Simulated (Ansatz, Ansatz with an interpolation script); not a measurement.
**Settings in Wannier-interpolated G0W0: SrTiO3 (Tausonite)**

Aim: vary the Wannier model and the GW settings for SrTiO3 (Tausonite) and see what the interpolated bands lose.

Calculated with Ansatz 0.2.0; maximally localised Wannier functions, LDA, plane waves, PAW; PAW set soft_1.

## Step 1: Starting point

It takes space group Pm-3m (No. 221, cubic). Conventional cell: a = 3.905 Å, b = 3.905 Å, c = 3.905 Å, α = 90.00°, β = 90.00°, γ = 90.00°. Nearest to Sr lie 12 O at 2.76 Å. Nearest to Ti lie 6 O at 1.95 Å. O has 2 Ti at 1.95 Å and 4 Sr at 2.76 Å nearest. Farther neighbours and most contacts between anions are not listed.

The cell and positions come from the Crystallography Open Database and are kept as given unless a step says otherwise.

## Step 2: Wannier model on 8×8×8

Localised functions give a small Hamiltonian that interpolates between mesh points at no cost.

Contents of input.yaml:

```yaml
crystal:
  lattice:
    - [3.90528, 0.0, 0.0]
    - [0.0, 3.90528, 0.0]
    - [0.0, 0.0, 3.90528]
  atoms:
    - { symbol: Sr, position: [0.5, 0.5, 0.5] }
    - { symbol: Ti, position: [0.0, 0.0, 0.0] }
    - { symbol: O, position: [0.5, 0.0, 0.0] }
    - { symbol: O, position: [0.0, 0.5, 0.0] }
    - { symbol: O, position: [0.0, 0.0, 0.5] }
kpoints:
  mp_grid: { grid: [4, 4, 4] }
hamiltonian:
  xc: lda
  pseudopotentials: { kind: paw, azcp: { folder: soft_1 }, xc_functional: pbe }
scf:
  occupations: { method: fixed }
  n_extra_bands: 31
output:
  wannier:
    kmesh: [8, 8, 8]
    projections: [{ species: O, l: p, shell: 2 }, { species: Ti, l: d, shell: 3 }]
    minimise: true
    write_hr: true
    seedname: w
    conv_tol: 1.0e-06
    max_iter: 20000
    stability_check: false
    disentanglement:
      window: [4.7, 18.54]
      frozen_window: [4.7, 13.85]
      conv_tol: 1.0e-08
```

On the command line:

```bash
$ ansatz run input.yaml --threads 3 --pin off --max-ram 92160MiB --backend cuda --events-out ev --progress --plain --runs-dir out --devices 1 --max-vram 13GiB
```

Numbers of over 12 decimals in the logs are rounded to 6 here.

The log of the run:

```text
scf.n_extra_bands = 31 over 20 filled bands (N_el = 40.0): the run solves 51 bands
GPUs: using 1 of 1 available (devices: 1).
Engine: ansatz 0.2.0, x86_64-unknown-linux-gnu
Pseudopotentials: kind: paw
Pseudopotential: Sr, paw, valence charge 10, recommended cutoff 420 eV (normal), soft_1/Sr.paw.azcp
Pseudopotential: Ti, paw, valence charge 12, recommended cutoff 420 eV (normal), soft_1/Ti.paw.azcp
Pseudopotential: O, paw, valence charge 6, recommended cutoff 420 eV (normal), soft_1/O.paw.azcp
Functional definition: SPW92
  exchange = slater_x
  correlation = pw_c
device memory: the entry about to start is reckoned to put 1.3 GiB on a device that reports 64.2 GiB free (of which the cap on the GPU budget leaves the run 13.0 GiB)
GPU FFT provider: cuFFT
GPU libraries: cuBLAS 13.8.2, cuFFT 12.4.0, cuSOLVER 12.3.4
Crystal: 5 atoms, lattice volume = 59.560 Å³
Basis set: ecut = 420 eV, 1189 PW (Γ)
Bands: 51, of which v1, the nominal top of the filled ones, is band 20 counted from 1 (19 counted from 0)
Symmetry: 48 space group operations
Space group: Pm-3m (ITA 221), of the structure as read, at distance tolerance 3.9e-5 Å
k-points: 10 of 64
Non-local potential: Sr, projectors of the file, l = 0: 3, l = 1: 2, l = 2: 2
Non-local potential: Ti, projectors of the file, l = 0: 3, l = 1: 2, l = 2: 3, l = 3: 1
Non-local potential: O, projectors of the file, l = 0: 2, l = 1: 2, l = 2: 1
PAW form: soft (Blöchl's): semilocal exchange-correlation on the pseudo side does not see the compensation charge
PAW frozen core: Sr, regenerated for the run's functional, and the local potential with it (the file was generated under x = pbe(κ = 0.804, μ = 0.219515), c = pbe(β = 0.066725))
PAW frozen core: Ti, regenerated for the run's functional, and the local potential with it (the file was generated under x = pbe(κ = 0.804, μ = 0.219515), c = pbe(β = 0.066725))
PAW frozen core: O, regenerated for the run's functional, and the local potential with it (the file was generated under x = pbe(κ = 0.804, μ = 0.219515), c = pbe(β = 0.066725))
PAW one-centre angular grid: Sr, 110 points (default); XC on 64 Gauss nodes
PAW one-centre angular grid: Ti, 590 points (default); XC on 64 Gauss nodes
PAW one-centre angular grid: O, 110 points (default); XC on 64 Gauss nodes
Initial density: superposition of atomic densities (chi_scale 0.1, normalization cell, long waves kept (reshape's long-wave potential 0.00 eV rms))
Initial wavefunctions: pseudopotential atomic-orbital guess
GPU buffer pool allocated for 19683 grid points (all kernels)
GPU transforms: local potential and band sums: pruned to the plane-wave sphere, on 25×27×27
Functional: x = slater, c = lda
[...]
SCF iter   3: F=—  HF=-7569.380998 eV  |F-HF|=—  |Δ(HF+E_count)|=   2.12e-2  Δρ=6.62e-3  dr2=1.84e-2  ethr=5.96e-4  ⟨swp⟩=2.0  Hψ=469  notcnv=0  defer=284
SCF iter   4: F=—  HF=-7569.385145 eV  |F-HF|=—  |Δ(HF+E_count)|=   4.15e-3  Δρ=5.41e-3  dr2=1.64e-2  ethr=4.59e-5  ⟨swp⟩=2.3  Hψ=461  notcnv=0  defer=283
SCF iter   5: F=—  HF=-7569.382648 eV  |F-HF|=—  |Δ(HF+E_count)|=   2.50e-3  Δρ=2.05e-3  dr2=2.27e-3  ethr=4.11e-5  ⟨swp⟩=2.0  Hψ=376  notcnv=0  defer=284
SCF iter   6: F=—  HF=-7569.382361 eV  |F-HF|=—  |Δ(HF+E_count)|=   2.87e-4  Δρ=4.16e-4  dr2=9.46e-5  ethr=5.67e-6  ⟨swp⟩=2.2  Hψ=371  notcnv=0  defer=285
SCF iter   7: F=—  HF=-7569.382439 eV  |F-HF|=—  |Δ(HF+E_count)|=   7.76e-5  Δρ=5.30e-5  dr2=1.20e-6  ethr=2.37e-7  ⟨swp⟩=1.0  Hψ=510  notcnv=0  defer=256
SCF iter   8: F=-7569.382439 eV  HF=-7569.382439 eV  |F-HF|=4.37e-9  |Δ(HF+E_count)|=   1.97e-7  Δρ=7.48e-6  dr2=1.68e-8  ethr=2.50e-10  ⟨swp⟩=12.7  Hψ=4046  notcnv=0
SCF 1 converged in 8 iterations: F = -7569.382439 eV  dr2 = 1.68e-8
[...]
device memory: the entry about to start is reckoned to put 1.6 GiB on a device that reports 66.5 GiB free (of which the cap on the GPU budget leaves the run 13.0 GiB)
NSCF: frozen V_eff on 10 k-points
[...]
device memory: the entry about to start is reckoned to put 1.8 GiB on a device that reports 66.4 GiB free (of which the cap on the GPU budget leaves the run 13.0 GiB)
NSCF: frozen V_eff on 38 k-points, pencils in batches of 32, up to order 204
the Wannier pass solved 38 of the 512 points of its mesh, and has the states at the others by symmetry: states obtained by the crystal's operations at points that were solved too leave a residual of 2.82e-13 eV (read by the count's bands and the next), within 5.56e-6 eV
SCF converged after 8 iterations
Free energy (F): -7569.382439 eV
Harris-Foulkes:  -7569.382439 eV  (|F-HF|=4.37e-9)
Internal energy: -7569.382439 eV  (E = F + TS)
E sigma→0 (E₀):  -7569.382439 eV
Fermi energy:    9.579948 eV
--- Per-component energies (eV) ---
  E_band       = -215.887065
  E_kinetic    = 1016.447976
  E_local      = -2461.072075  (includes V_loc(G=0)·N_el)
  E_nonlocal   = 461.037539
  E_hartree    = 846.071440
  E_xc         = -502.946790
  E_vxc        = -576.157610  (∫ρ·V_xc dr)
  E_paw        = -4038.738737  (= ΣΔE_a)
  E_vpaw       = -348.289091  (= ΣTr[D̂ρ^β])
  E_aug_tail   = 0.002299  (compensation charges beyond the density's cutoff)
  E_ewald      = -2891.094941
  E_core_change = 0.910850  (= ΣΔE_core)
  E_smearing   = -0.000000  (= −TS)
  E_closure    = -0.000000  (closes the sum)
  Σ components = -7569.382439   (vs F -7569.382439, Δ=0.00e0)
--- Band table (eV; the first three rows and the last of 10) ---
  k-point 0: bands = [... 16 lower, 8.3941, 9.2372, 9.2372, 9.2372, 11.3485, 11.3485, 11.3485, 13.9332, ... 27 higher]
  k-point 1: bands = [... 16 lower, 7.8963, 7.9380, 8.9896, 8.9896, 11.4323, 12.4424, 12.4424, 13.9468, ... 27 higher]
  k-point 2: bands = [... 16 lower, 7.1847, 7.5548, 8.8542, 8.8542, 11.5204, 13.3280, 13.3280, 13.9533, ... 27 higher]
  k-point 9: bands = [... 16 lower, 5.8078, 9.5799, 9.5799, 9.5799, 14.0152, 14.0152, 14.0152, 16.4684, ... 27 higher]
Wannier search: line search 1 of at most 20000: gauge-dependent spread (as the search counts it) 0.3520823 Å², largest recent change 5.0e-2 Å² against conv_tol 1.0e-6 Å², 0 stops escaped
```

The job ended after 14 s (1 × NVIDIA H100 80GB HBM3 (shared by 6 runs) with 3 threads of AMD EPYC 7R13 (Zen 3), shared host; peak memory 1.1 GiB).

Reading the cycles: dr2 is the Hartree energy of the density residual (eV), the measure of convergence; HF is the Harris–Foulkes estimate of the energy, which meets the free energy F at convergence.

This step gave:

| Quantity | Value |
| --- | --- |
| gauge-invariant spread | 12.52 Å² |
| diagonal spread | 7.39e-23 Å² |
| off-diagonal spread | 0.2248 Å² |
| total spread | 12.74 Å² |
| least projectability | 0.6355 |
| localisation steps | 38 |
| disentanglement steps | 126 |
| r.m.s. interpolation error | 1.10e-4 eV |
| r.m.s. error near the gap | 1.13e-4 eV |

Near the gap the model misses directly solved bands by 0.1 meV r.m.s. and by 1 meV at most in the window tested. This tests the starting bands, not the corrections carried with them.

## Step 3: Wannier model on 4×4×4

Changes to input.yaml since step 2:

```diff
@@ -21,3 +21,3 @@
   wannier:
-    kmesh: [8, 8, 8]
+    kmesh: [4, 4, 4]
     projections: [{ species: O, l: p, shell: 2 }, { species: Ti, l: d, shell: 3 }]
```

The log of the run:

```text
[...]
GPUs: using 1 of 1 available (devices: 1).
[...]
GPU FFT provider: cuFFT
GPU libraries: cuBLAS 13.8.2, cuFFT 12.4.0, cuSOLVER 12.3.4
Crystal: 5 atoms, lattice volume = 59.560 Å³
Basis set: ecut = 420 eV, 1189 PW (Γ)
Bands: 51, of which v1, the nominal top of the filled ones, is band 20 counted from 1 (19 counted from 0)
Symmetry: 48 space group operations
[...]
k-points: 10 of 64
[...]
GPU buffer pool allocated for 19683 grid points (all kernels)
[...]
SCF iter   1: F=—  HF=-7569.708273 eV  |F-HF|=—  |Δ(HF+E_count)|=         —  Δρ=5.22e-2  dr2=1.39e0  ethr=3.10e-3  ⟨swp⟩=4.0  Hψ=1846  notcnv=0  defer=276
[...]
SCF iter   8: F=-7569.382439 eV  HF=-7569.382439 eV  |F-HF|=4.37e-9  |Δ(HF+E_count)|=   1.97e-7  Δρ=7.48e-6  dr2=1.68e-8  ethr=2.50e-10  ⟨swp⟩=12.7  Hψ=4046  notcnv=0
SCF 1 converged in 8 iterations: F = -7569.382439 eV  dr2 = 1.68e-8
[...]
NSCF: frozen V_eff on 10 k-points
[...]
SCF converged after 8 iterations
Free energy (F): -7569.382439 eV
[...]
Internal energy: -7569.382439 eV  (E = F + TS)
E sigma→0 (E₀):  -7569.382439 eV
Fermi energy:    9.579948 eV
[...]
--- Band table (eV; the first three rows and the last of 10) ---
  k-point 0: bands = [... 16 lower, 8.3941, 9.2372, 9.2372, 9.2372, 11.3485, 11.3485, 11.3485, 13.9332, ... 27 higher]
  k-point 1: bands = [... 16 lower, 7.8963, 7.9380, 8.9896, 8.9896, 11.4323, 12.4424, 12.4424, 13.9468, ... 27 higher]
  k-point 2: bands = [... 16 lower, 7.1847, 7.5548, 8.8542, 8.8542, 11.5204, 13.3280, 13.3280, 13.9533, ... 27 higher]
  k-point 9: bands = [... 16 lower, 5.8078, 9.5799, 9.5799, 9.5799, 14.0152, 14.0152, 14.0152, 16.4684, ... 27 higher]
[...]
```

Elapsed: 12 s, on 1 × NVIDIA H100 80GB HBM3 (shared by 6 runs) with 3 threads; peak memory 0.95 GiB.

This step gave:

```yaml
gauge_invariant_spread: 11.87 Å²
diagonal_spread: 1.72e-21 Å²
off_diagonal_spread: 0.2278 Å²
total_spread: 12.09 Å²
least_projectability: 0.6359
localisation_steps: 15
disentanglement_steps: 39
r_m_s_interpolation_error: 0.002187 eV
r_m_s_error_near_the_gap: 0.002545 eV
```

Near the gap the model misses directly solved bands by 2.5 meV r.m.s. and by 16 meV at most in the window tested. This tests the starting bands, not the corrections carried with them.

Frozen up to 4.27 eV; above it the model need not follow the bands. The electronic bands at the labelled points (eV, zero at the valence-band top; v1 is the highest filled band, c1 the lowest empty one):

```tsv
point	v4	v3	v2	v1	c1	c2	c3	c4
Γ	-1.19	-0.34	-0.34	-0.34	1.77	1.77	1.77	4.37
halfway	-1.68	-1.64	-0.59	-0.59	1.85	2.86	2.86	4.37
X	-2.40	-2.03	-0.73	-0.73	1.94	3.75	3.75	4.37
halfway	-1.91	-1.47	-1.33	-0.65	2.93	3.75	3.86	5.13
M	-1.73	-1.58	-1.58	-0.09	3.76	3.76	4.20	5.40
halfway	-1.73	-1.37	-1.07	-0.74	2.82	2.97	3.23	5.01
Γ	-1.19	-0.34	-0.34	-0.34	1.77	1.77	1.77	4.37
halfway	-2.82	-0.93	-0.93	-0.63	3.29	3.35	3.35	6.52
R	-3.77	0.00	0.00	0.00	4.44	4.44	4.44	8.40
halfway	-2.75	-0.96	-0.82	-0.53	3.43	3.94	3.96	6.51
X	-2.40	-2.03	-0.73	-0.73	1.94	3.75	3.75	4.37
jump to R	-3.77	0.00	0.00	0.00	4.44	4.44	4.44	8.40
halfway	-3.17	-0.68	-0.68	-0.05	4.04	4.04	4.32	7.03
M	-1.73	-1.58	-1.58	-0.09	3.76	3.76	4.20	5.40
```

The same for Kohn-Sham, solved directly:

```tsv
point	v4	v3	v2	v1	c1	c2	c3	c4
Γ	-1.19	-0.34	-0.34	-0.34	1.77	1.77	1.77	4.35
X	-2.40	-2.03	-0.73	-0.73	1.94	3.75	3.75	4.37
M	-1.73	-1.58	-1.58	-0.09	3.76	3.76	4.20	5.34
Γ	-1.19	-0.34	-0.34	-0.34	1.77	1.77	1.77	4.35
R	-3.77	0.00	0.00	0.00	4.44	4.44	4.44	6.89
X	-2.40	-2.03	-0.73	-0.73	1.94	3.75	3.75	4.37
R	-3.77	0.00	0.00	0.00	4.44	4.44	4.44	6.89
M	-1.73	-1.58	-1.58	-0.09	3.76	3.76	4.20	5.34
```

## Step 4: A faulty Wannier input

Changes to input.yaml since step 3:

```diff
@@ -30,4 +30,4 @@
     disentanglement:
-      window: [4.7, 18.54]
-      frozen_window: [4.7, 13.85]
+      window: [-4.88, 8.96]
+      frozen_window: [-4.88, 4.27]
       conv_tol: 1.0e-08
```

The log of the run:

```text
scf.n_extra_bands = 31 over 20 filled bands (N_el = 40.0): the run solves 51 bands
GPUs: using 1 of 1 available (devices: 1).
Engine: ansatz 0.2.0, x86_64-unknown-linux-gnu
Pseudopotentials: kind: paw
Pseudopotential: Sr, paw, valence charge 10, recommended cutoff 420 eV (normal), soft_1/Sr.paw.azcp
Pseudopotential: Ti, paw, valence charge 12, recommended cutoff 420 eV (normal), soft_1/Ti.paw.azcp
Pseudopotential: O, paw, valence charge 6, recommended cutoff 420 eV (normal), soft_1/O.paw.azcp
Functional definition: SPW92
  exchange = slater_x
  correlation = pw_c
device memory: the entry about to start is reckoned to put 1.3 GiB on a device that reports 62.5 GiB free (of which the cap on the GPU budget leaves the run 13.0 GiB)
GPU FFT provider: cuFFT
GPU libraries: cuBLAS 13.8.2, cuFFT 12.4.0, cuSOLVER 12.3.4
Crystal: 5 atoms, lattice volume = 59.560 Å³
Basis set: ecut = 420 eV, 1189 PW (Γ)
Bands: 51, of which v1, the nominal top of the filled ones, is band 20 counted from 1 (19 counted from 0)
Symmetry: 48 space group operations
Space group: Pm-3m (ITA 221), of the structure as read, at distance tolerance 3.9e-5 Å
k-points: 10 of 64
Non-local potential: Sr, projectors of the file, l = 0: 3, l = 1: 2, l = 2: 2
Non-local potential: Ti, projectors of the file, l = 0: 3, l = 1: 2, l = 2: 3, l = 3: 1
Non-local potential: O, projectors of the file, l = 0: 2, l = 1: 2, l = 2: 1
PAW form: soft (Blöchl's): semilocal exchange-correlation on the pseudo side does not see the compensation charge
[...]
NSCF: frozen V_eff on 10 k-points
[...]
device memory: the entry about to start is reckoned to put 1.1 GiB on a device that reports 63.6 GiB free (of which the cap on the GPU budget leaves the run 13.0 GiB)
NSCF: frozen V_eff on 13 k-points
the Wannier pass solved 13 of the 64 points of its mesh, and has the states at the others by symmetry: states obtained by the crystal's operations at points that were solved too leave a residual of 2.49e-13 eV (read by the count's bands and the next), within 4.17e-6 eV
SCF converged after 8 iterations
Free energy (F): -7569.382439 eV
Harris-Foulkes:  -7569.382439 eV  (|F-HF|=4.37e-9)
Internal energy: -7569.382439 eV  (E = F + TS)
E sigma→0 (E₀):  -7569.382439 eV
Fermi energy:    9.579948 eV
--- Per-component energies (eV) ---
  E_band       = -215.887065
  E_kinetic    = 1016.447976
  E_local      = -2461.072075  (includes V_loc(G=0)·N_el)
  E_nonlocal   = 461.037539
  E_hartree    = 846.071440
  E_xc         = -502.946790
  E_vxc        = -576.157610  (∫ρ·V_xc dr)
  E_paw        = -4038.738737  (= ΣΔE_a)
  E_vpaw       = -348.289091  (= ΣTr[D̂ρ^β])
  E_aug_tail   = 0.002299  (compensation charges beyond the density's cutoff)
  E_ewald      = -2891.094941
  E_core_change = 0.910850  (= ΣΔE_core)
  E_smearing   = -0.000000  (= −TS)
  E_closure    = -0.000000  (closes the sum)
  Σ components = -7569.382439   (vs F -7569.382439, Δ=0.00e0)
--- Band table (eV; the first three rows and the last of 10) ---
  k-point 0: bands = [... 16 lower, 8.3941, 9.2372, 9.2372, 9.2372, 11.3485, 11.3485, 11.3485, 13.9332, ... 27 higher]
  k-point 1: bands = [... 16 lower, 7.8963, 7.9380, 8.9896, 8.9896, 11.4323, 12.4424, 12.4424, 13.9468, ... 27 higher]
  k-point 2: bands = [... 16 lower, 7.1847, 7.5548, 8.8542, 8.8542, 11.5204, 13.3280, 13.3280, 13.9533, ... 27 higher]
  k-point 9: bands = [... 16 lower, 5.8078, 9.5799, 9.5799, 9.5799, 14.0152, 14.0152, 14.0152, 16.4684, ... 27 higher]
```

It took 8 s on 1 × NVIDIA H100 80GB HBM3 (shared by 6 runs) with 3 threads; peak memory 0.91 GiB.

The self-consistent loop converged; the step after it was not made. The program's words: output.wannier: at mesh point 0 (counted from 0) output.wannier.disentanglement.window holds 6 states for 14 functions, beside 0 of inner shells that are left out. Raise the window's top, and output.wannier.disentanglement.top_band where it is typed. No Wannier file is written

The fault put into this input: windows typed from the Fermi level.

## Step 5: G0W0: 4×4×4 mesh, 273 empty bands, screening to 160 eV, PAW set soft_1 files

Now the one-shot GW correction: screening in the RPA, then the self-energy of the levels asked for.

This step: G0W0 on LDA, plane waves, PAW; PAW set soft_1.

input.yaml, the sections that differ from step 4:

```yaml
scf:
  occupations: { method: fixed }
gw:
  n_empty_bands: 273
  ecut_chi: 160.0
  qp_bands: [v9, c3]
  screening: { model: contour_deformation }
# crystal, kpoints, hamiltonian: as in step 4
# output: removed
```

The log of the run:

```text
GPUs: using 1 of 1 available (devices: 1).
[...]
GPU FFT provider: cuFFT
GPU libraries: cuBLAS 13.8.2, cuFFT 12.4.0, cuSOLVER 12.3.4
Crystal: 5 atoms, lattice volume = 59.560 Å³
Basis set: ecut = 420 eV, 1189 PW (Γ)
Bands: 25, of which v1, the nominal top of the filled ones, is band 20 counted from 1 (19 counted from 0)
Symmetry: 48 space group operations
[...]
k-points: 10 of 64
[...]
8    13      5.3262   -23.0623     5.1821   -17.7125  0.5971     5.1671     5.1585  root ?
[...]
9    20      9.5799   -25.9812     4.5596   -21.1263  0.7146     9.2828     9.2846  root
     9    21     14.0150   -14.4932    -8.2238   -24.0804  0.6648    15.4602    15.3784  root
     9    22     14.0150   -14.4932    -8.2238   -24.0804  0.6648    15.4602    15.3784  root
     9    23     14.0150   -14.4932    -8.2238   -24.0804  0.6648    15.4602    15.3784  root
[key lines of the parts left out:]
SCF converged after 8 iterations
Free energy (F): -7569.382439 eV
Fermi energy:    9.579908 eV
```

Elapsed: 13 s, on 1 × NVIDIA H100 80GB HBM3 (shared by 6 runs) with 3 threads; peak memory 1.2 GiB.

The G0W0 gap on the mesh is 3.464 eV.

## Step 6: G0W0: 2×2×2 mesh, 273 empty bands, screening to 160 eV, PAW set soft_1 files

Changes to input.yaml since step 5:

```diff
@@ -12,3 +12,3 @@
 kpoints:
-  mp_grid: { grid: [4, 4, 4] }
+  mp_grid: { grid: [2, 2, 2] }
 hamiltonian:
```

The log of the run:

```text
GPUs: using 1 of 1 available (devices: 1).
[...]
concurrent solve slots: 2 of 3 are kept, ahead of what memory takes: no pass of the eigensolver takes more rounds on 2
[...]
GPU FFT provider: cuFFT
GPU libraries: cuBLAS 13.8.2, cuFFT 12.4.0, cuSOLVER 12.3.4
Crystal: 5 atoms, lattice volume = 59.560 Å³
Basis set: ecut = 420 eV, 1189 PW (Γ)
[...]
0    19      9.3432   -26.8026     4.9577   -21.6460  0.7028     9.1433     9.1444  root
[...]
3    20      9.6894   -26.0590     4.8215   -21.1057  0.6984     9.5571     9.5575  root
     3    21     13.7615   -14.6174    -8.3087   -24.1084  0.6490    15.0227    14.9438  root
     3    22     13.7615   -14.6174    -8.3087   -24.1084  0.6490    15.0227    14.9438  root
     3    23     13.7615   -14.6174    -8.3087   -24.1084  0.6490    15.0227    14.9438  root
[key lines of the parts left out:]
SCF converged after 8 iterations
Free energy (F): -7568.620509 eV
Fermi energy:    9.689367 eV
```

The job ended after 5.9 s (1 × NVIDIA H100 80GB HBM3 (shared by 6 runs) with 3 threads; peak memory 1.1 GiB).

The G0W0 gap on the mesh is 2.767 eV.

[end of part 1 of 2]

[Paths, hosts, dates, memory and timing lines, banners, echoed tables and standing remarks are left out of the program output.]

[Logs are printed without paths, hosts, clocks, repeated set-up lines and the standing remarks that a program may print on its own settings, such as how far it seeks lower states.]

[Runs of the session that timed out or met a known fault of the program may be left out.]

[Hosts, paths, dates, database ids (printed as entryN), source tags and the programs' standing remarks are cut or masked in the printed files.]
